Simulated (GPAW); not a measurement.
# Surface energy and work function of Al(111) from slabs of 3 to 12 layers (RPBE)

How do energy and work function of Al(111) films settle with thickness, and what surface energy follows?

**Method.** GPAW 26.7.0, plane waves at 450 eV with PAW setups; symmetric 1×1 slabs cut at the tabulated lattice constant (two decimals; low-temperature values for the alkali metals), atoms at bulk places, 7.5 Å of vacuum on each side, one in-plane mesh for all thicknesses, Fermi-Dirac smearing of 0.1 eV. Energies are extrapolated to zero smearing and count from the program's reference atoms. Functional RPBE. The cell's area is 7.102 Å².

What came out, but for one run:

| layers | energy (eV) | work function (eV) |
| --- | --- | --- |
| 3 | −9.8206 | 3.81 |
| 4 | −13.2538 | 3.98 |
| 5 | −16.7523 | 4.04 |
| 6 | −20.2470 | 3.98 |
| 7 | −23.7223 | 3.97 |
| 8 | −27.2181 | 4.02 |
| 9 | −30.7113 | 3.99 |
| 10 | −34.1869 | 3.96 |
| 11 | −37.6646 | 4.00 |
| 12 | ? | ? |

To predict: What surface energy do these runs give, and what energy and work function should the 12-layer slab have?

A: A slab of n layers has E(n) = nε + 2Aγ once its middle is bulk-like. A line through n = 6 to 11 has the slope ε = −3.4850 eV a layer and the intercept 2Aγ = 0.6641 eV (r.m.s. residual 6.2 meV). So γ = 0.6641 / (2 × 7.102 Å²) = 0.0468 eV/Å² = 0.75 J/m², with a standard error of about 0.02 J/m² from the scatter about the line. For 12 layers: 0.6641 + 12 × (−3.4850) = −41.156 eV; the run gives −41.155 eV, 0.7 meV over the line. The work function has no such law: from 6 to 11 layers it moves between 3.96 and 4.02 eV (mean 3.99), and the 12-layer slab gives 4.00 eV. The thinnest slab, 3 layers, lies −0.18 eV from that mean. The values go up and down with thickness, as expected where levels confined across the film cross the Fermi level one by one. The measured value for this face is 4.32 eV (“Properties of real metallic surfaces: Effects of density functional semilocality and van der Waals nonlocality” (2017, arxiv:1702.08515)); the unrelaxed 12-layer slab lies 0.32 eV under it.

**Limits.** The surfaces are unrelaxed, so γ is an upper bound for this functional and lattice constant. The tabulated lattice constant isn't the functional's own, which strains the slab a little.
